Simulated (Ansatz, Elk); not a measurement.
# Bonding as seen by X-rays: PPbS2

Structure refinements treat a crystal as free atoms side by side. For a made-up structure of PPbS2 (cell and positions from a PBE relaxation) the runs below show what the calculated density changes in F(hkl).

Calculated with Elk 11.2.3 (patched build); DFT, PBE, all-electron APW+lo, Dirac cores, scalar-relativistic bands, static density, no spin.

This account leaves out most program logs.

The structure was built from a prototype and need not be the compound's stable phase.

**1. Starting point**

It takes space group Amm2 (No. 38, orthorhombic). The conventional cell has a = 3.854 Å, b = 3.925 Å, c = 11.515 Å, α = 90.00°, β = 90.00°, γ = 90.00°. Pb has 7 S at 2.94 to 3.29 Å and 2 P at 3.22 Å nearest. Nearest to S lie 1 P at 2.14 Å and 4 Pb at 2.94 Å. S has 4 P at 2.75 Å and 3 Pb at 3.15 to 3.29 Å nearest. Nearest to P lie 5 S at 2.14 to 2.75 Å and 2 Pb at 3.22 Å. Farther neighbours and most contacts between anions are not listed.

**2. Ground state and structure factors**

An all-electron density is needed, since X-rays see the cores too. Task 0 finds the density and task 195 Fourier-transforms it; tshift is off so that phases refer to the origin typed.

File elk.in:

```
tasks
  0
  195

xctype
  20

spinpol
  .false.

rgkmax
  7.0

gmaxvr
  14.0

lmaxo
  7

lmaxapw
  8

swidth
  0.002

tshift
  .false.

ramdisk
  .false.

hmaxvr
  5.5

maxscl
  120

epspot
  1e-06

sppath
  './'

avec
  7.28234365400 0.00000000000 0.00000000000
  0.00000000000 3.70872126508 10.87969380833
  -0.00000000000 -3.70872126508 10.87969380833

atoms
  3
  'Pb.in'
  1
  0.5000000000 0.9138364172 0.9138364172   0.000000 0.000000 0.000000
  'S.in'
  2
  0.0000000000 0.3233244482 0.3233244482   0.000000 0.000000 0.000000
  0.5000000000 0.6277680840 0.6277680840   0.000000 0.000000 0.000000
  'P.in'
  1
  -0.0000000000 0.1378710507 0.1378710507   0.000000 0.000000 0.000000

ngridk
  6 6 6
```

Launch:

```
OMP_NUM_THREADS=4 elk
```

The job ended after 57 s (4 threads of Arm Neoverse V1, shared host; peak memory 0.16 GiB; 3.2 min of CPU time).

SFACRHO.OUT:

```text

h k l indices transformed by vhmat matrix:
   1.000000000       0.000000000       0.000000000    
   0.000000000       1.000000000       0.000000000    
   0.000000000       0.000000000       1.000000000    

      h      k      l  multipl.   |H|            Re(F)            Im(F)           |F|

      0      0      0      1   0.0000000       129.00000      0.12592640E-15   129.00000    
      0      1      1      1  0.57751490       25.218036      -52.872154       58.578272    
      0     -1     -1      1  0.57751490       25.218036       52.872154       58.578272    
     -1      0      0      2  0.86279714      -62.933989      0.26838880E-13   62.933989    
      0      1      0      2  0.89494666       56.893425      -26.980494       62.966728    
      0      0     -1      2  0.89494666       56.893425       26.980494       62.966728    
      1     -1     -1      2   1.0382400      -43.259685      -53.369097       68.699788    
      1      1      1      2   1.0382400      -43.259685       53.369097       68.699788    
      0      2      2      1   1.1550298      -65.755109      -51.948488       83.799640    
      0     -2     -2      1   1.1550298      -65.755109       51.948488       83.799640    
      0      2      1      2   1.2116008       7.2221958      -75.249964       75.595748    
      0     -2     -1      2   1.2116008       7.2221958       75.249964       75.595748    
     -1      0     -1      4   1.2431204      -50.639036      -63.142026       80.939653    
     -1      0      1      4   1.2431204      -50.639036       63.142026       80.939653    
      1      2      2      2   1.4417048       36.420519       64.457821       74.035565    
     -1     -2     -2      2   1.4417048       36.420519      -64.457821       74.035565    
      1     -1     -2      4   1.4874123      -2.2460568      -77.651424       77.683900    
     -1      1      2      4   1.4874123      -2.2460568       77.651424       77.683900
```

Elk indexes on the primitive cell of elk.in and gives |H| = 4π sin θ/λ in inverse bohr. Below, one row stands for each form hkl of the conventional cell (m members, Friedel mates merged), F is for one primitive cell and the density is static (no thermal factor). Free-atom factors are Waasmaier and Kirfel's, and R is Σm||F|−|F'||/Σm|F|.

| hkl | m | sin θ/λ (Å⁻¹) | abs F, DFT | neutral atoms | diff. | abs of complex diff. |
| --- | --- | --- | --- | --- | --- | --- |
| 002 | 2 | 0.087 | 58.578 | 58.815 | -0.236 | 0.237 |
| 100 | 2 | 0.130 | 62.934 | 63.061 | -0.127 | 0.127 |
| 011 | 4 | 0.135 | 62.967 | 63.214 | -0.248 | 0.248 |
| 102 | 4 | 0.156 | 68.700 | 68.884 | -0.184 | 0.292 |
| 004 | 2 | 0.174 | 83.800 | 83.869 | -0.069 | 0.372 |
| 013 | 4 | 0.182 | 75.596 | 75.605 | -0.010 | 0.199 |
| 111 | 8 | 0.187 | 80.940 | 80.905 | +0.034 | 0.171 |
| 104 | 4 | 0.217 | 74.036 | 73.975 | +0.060 | 0.174 |
| 113 | 8 | 0.224 | 77.684 | 77.689 | -0.005 | 0.044 |
| 015 | 4 | 0.252 | 73.012 | 72.840 | +0.171 | 0.172 |
| 020 | 2 | 0.255 | 94.041 | 94.069 | -0.028 | 0.028 |
| 200 | 2 | 0.260 | 93.335 | 93.438 | -0.103 | 0.103 |
| 006 | 2 | 0.261 | 52.047 | 52.062 | -0.015 | 0.197 |
| 022 | 4 | 0.269 | 50.900 | 50.930 | -0.030 | 0.036 |

**3. The highest occupied states alone**

An energy window below the Fermi level keeps the highest occupied states, to see at which angles they scatter; shallow core shells can lie inside it and anion s states outside. No new self-consistency is needed.

elk.in: that of step 2 with these lines changed.

```diff
@@ -1,3 +1,2 @@
 tasks
-  0
   195
@@ -40,2 +39,5 @@
 
+wsfac
+  -0.309430 0.541810
+
 sppath
```

Launch:

```
OMP_NUM_THREADS=4 elk
```

Run time: 11 s. Hardware: 4 threads; peak memory 0.17 GiB; 16 s of CPU time.

States within 15 eV below the Fermi level hold 20.67 electrons; any levels below the window count with the cores, and a count that is not whole means the window cuts a band. Their amplitudes can exceed the total, where window and core parts have opposite phase:

| hkl | sin θ/λ (Å⁻¹) | abs F, window | abs F, all |
| --- | --- | --- | --- |
| 002 | 0.087 | 3.498 | 58.578 |
| 100 | 0.130 | 1.079 | 62.934 |
| 011 | 0.135 | 2.146 | 62.967 |
| 102 | 0.156 | 3.363 | 68.700 |
| 004 | 0.174 | 4.974 | 83.800 |
| 013 | 0.182 | 2.982 | 75.596 |
| 111 | 0.187 | 4.499 | 80.940 |
| 104 | 0.217 | 1.402 | 74.036 |
| 113 | 0.224 | 1.099 | 77.684 |
| 015 | 0.252 | 0.469 | 73.012 |

**4. Another functional**

The difference from free atoms is small, so it is set against the change that LDA (Perdew-Wang) makes.

elk.in: that of step 3 with these lines changed.

```diff
@@ -1,2 +1,3 @@
 tasks
+  0
   195
@@ -4,3 +5,3 @@
 xctype
-  20
+  3
 
@@ -39,5 +40,2 @@
 
-wsfac
-  -0.309430 0.541810
-
 sppath
```

Launch:

```
OMP_NUM_THREADS=4 elk
```

It took 42 s on 4 threads; peak memory 0.17 GiB.

Against the first run R = 0.02 %; the largest change is -0.033 at 3 1 11.

**5. Basis size**

A smaller basis shows how fast F responds to it; the change is likely larger than the basis error of the first run, but doesn't show convergence.

elk.in: that of step 4 with these lines changed.

```diff
@@ -5,3 +5,3 @@
 xctype
-  3
+  20
 
@@ -11,3 +11,3 @@
 rgkmax
-  7.0
+  5.5
```

Launch:

```
OMP_NUM_THREADS=4 elk
```

Wall time 35 s (4 threads); peak memory 0.17 GiB.

Against the first run R = 0.02 %; the largest change is -0.049 at 200.

**6. A coarser k-mesh**

About half the k-points along each axis test the sampling.

elk.in: that of step 5 with these lines changed.

```diff
@@ -11,3 +11,3 @@
 rgkmax
-  5.5
+  7.0
 
@@ -62,2 +62,2 @@
 ngridk
-  6 6 6
+  3 3 3
```

Launch:

```
OMP_NUM_THREADS=4 elk
```

Wall time 22 s (4 threads); peak memory 0.17 GiB; 47 s of CPU time.

Against the first run R = 0.01 %; the largest change is +0.055 at 002.

**7. Settings against the effect**

| run | R against the first run (%) | R against neutral atoms, low angle (%) | wall time |
| --- | --- | --- | --- |
| PBE, rgkmax 7 | 0.00 | 0.11 | 57 s |
| LDA (Perdew-Wang) | 0.02 | 0.10 | 42 s |
| rgkmax 5.5 | 0.02 | 0.12 | 35 s |
| k-mesh 3×3×3 | 0.01 | 0.11 | 22 s |

**8. Results**

| Item | Value |
| --- | --- |
| R against neutral atoms, sin θ/λ < 0.3 Å⁻¹ | 0.11 % |
| R against neutral atoms, 0.3 to 0.67 Å⁻¹ | 0.05 % |

What this shows: Independent neutral atoms miss the calculated amplitudes by R = 0.11 % below 0.3 Å⁻¹ and 0.05 % from there to 0.67 Å⁻¹; by shells, 0.35 % below 0.15 Å⁻¹ (3 forms), 0.09 % 0.15 to 0.3 (17 forms), 0.09 % 0.3 to 0.45 (33 forms), 0.04 % above 0.45 (96 forms). Bonding, aspherical density and the tables' own atoms all enter these figures, and the runs don't part them. The largest change of an amplitude is -0.25 electrons, at 011. R counts amplitudes alone; phases shift too. The window's part falls from 20.7 electrons at the origin to at most 0.36 between 0.45 and 0.67 Å⁻¹. Below 0.3 Å⁻¹ the changes that finished (LDA (Perdew-Wang), rgkmax 5.5 and k-mesh 3×3×3) move F by R = 0.03 % at most, against the 0.11 % that separates it from free atoms. The electron count is odd, so without spin the run is a metal by force. Spin-orbit coupling is left out, which can matter for elements this heavy. Part of the difference isn't bonding: the tables are fits to free atoms and ions calculated by other methods than this functional. Thermal motion, anomalous dispersion and extinction are left out.

[Logs are printed without paths, hosts, clocks, repeated set-up lines and the standing remarks that a program may print on its own settings, such as how far it seeks lower states.]

[Hosts, paths, dates, database ids (printed as entryN), source tags and the programs' standing remarks are cut or masked in the printed files.]
